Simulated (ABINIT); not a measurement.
An input for ABINIT 10.8.3 (WS2 (Tungstenite)):

```
acell 3*1.0 Angstrom
rprim 
  1.579000000014 0.911636075086 6.163333333296
  -1.579000000014 0.911636075086 6.163333333296
  0.000000000000 -1.823272150090 6.163333333308
ntypat 2
znucl 74 16
natom 3
typat 1 2 2
xred 
  0.000000000000 0.000000000000 0.000000000000
  0.249700000000 0.249700000000 0.249700000000
  0.419000000000 0.419000000000 0.419000000000
pp_dirpath "pseudos"
pseudos "W.upf, S.upf"
ecut 29
ngkpt 4 4 4
nshiftk 1
shiftk 0 0 0
kptopt 1
chksymbreak 0
istwfk *1
occopt 1
irdwfk 1
optdriver 3
nband 62
ecuteps 3.9
inclvkb 2
awtr 1
symchi 1
irdqps 1
gwcalctyp 10
nqptdm 12
qptdm 
  0.2500000000 0.0000000000 0.0000000000
  0.5000000000 0.0000000000 0.0000000000
  0.2500000000 0.2500000000 0.0000000000
  0.5000000000 0.2500000000 0.0000000000
  -0.2500000000 0.2500000000 0.0000000000
  0.5000000000 0.5000000000 0.0000000000
  0.2500000000 0.2500000000 0.2500000000
  0.5000000000 0.2500000000 0.2500000000
  -0.2500000000 0.2500000000 0.2500000000
  0.5000000000 0.5000000000 0.2500000000
  -0.2500000000 0.5000000000 0.2500000000
  0.5000000000 0.5000000000 0.5000000000
indata_prefix "in"
outdata_prefix "out"
tmpdata_prefix "tmp"
```

```sh
OMP_NUM_THREADS=1 mpirun -n 8 abinit run.abi > log; mrgscr < mrgscr.stdin
```

How long will it take on 8 MPI ranks of Arm Neoverse V2, shared host, and how much memory?

It took 34 s; on shared hardware allow 17 s to 69 s. Peak host memory was 2.7 GiB.

[Paths, hosts, dates, memory and timing lines, banners, echoed tables and standing remarks are left out of the program output.]

[Logs are printed without paths, hosts, clocks, repeated set-up lines and the standing remarks that a program may print on its own settings, such as how far it seeks lower states.]

[Runs of the session that timed out or met a known fault of the program may be left out.]

[Hosts, paths, dates, database ids (printed as entryN), source tags and the programs' standing remarks are cut or masked in the printed files.]

[G0W0 gaps are taken among the corrected bands and points alone; a level outside them can change the order at an edge.]

[Where Ansatz stands beside ABINIT at settings called matched, ABINIT's density can come from a denser mesh and the files from another edition; pairs whose starting gaps differed by over 0.03 eV were left out, so agreement reads better than it is.]
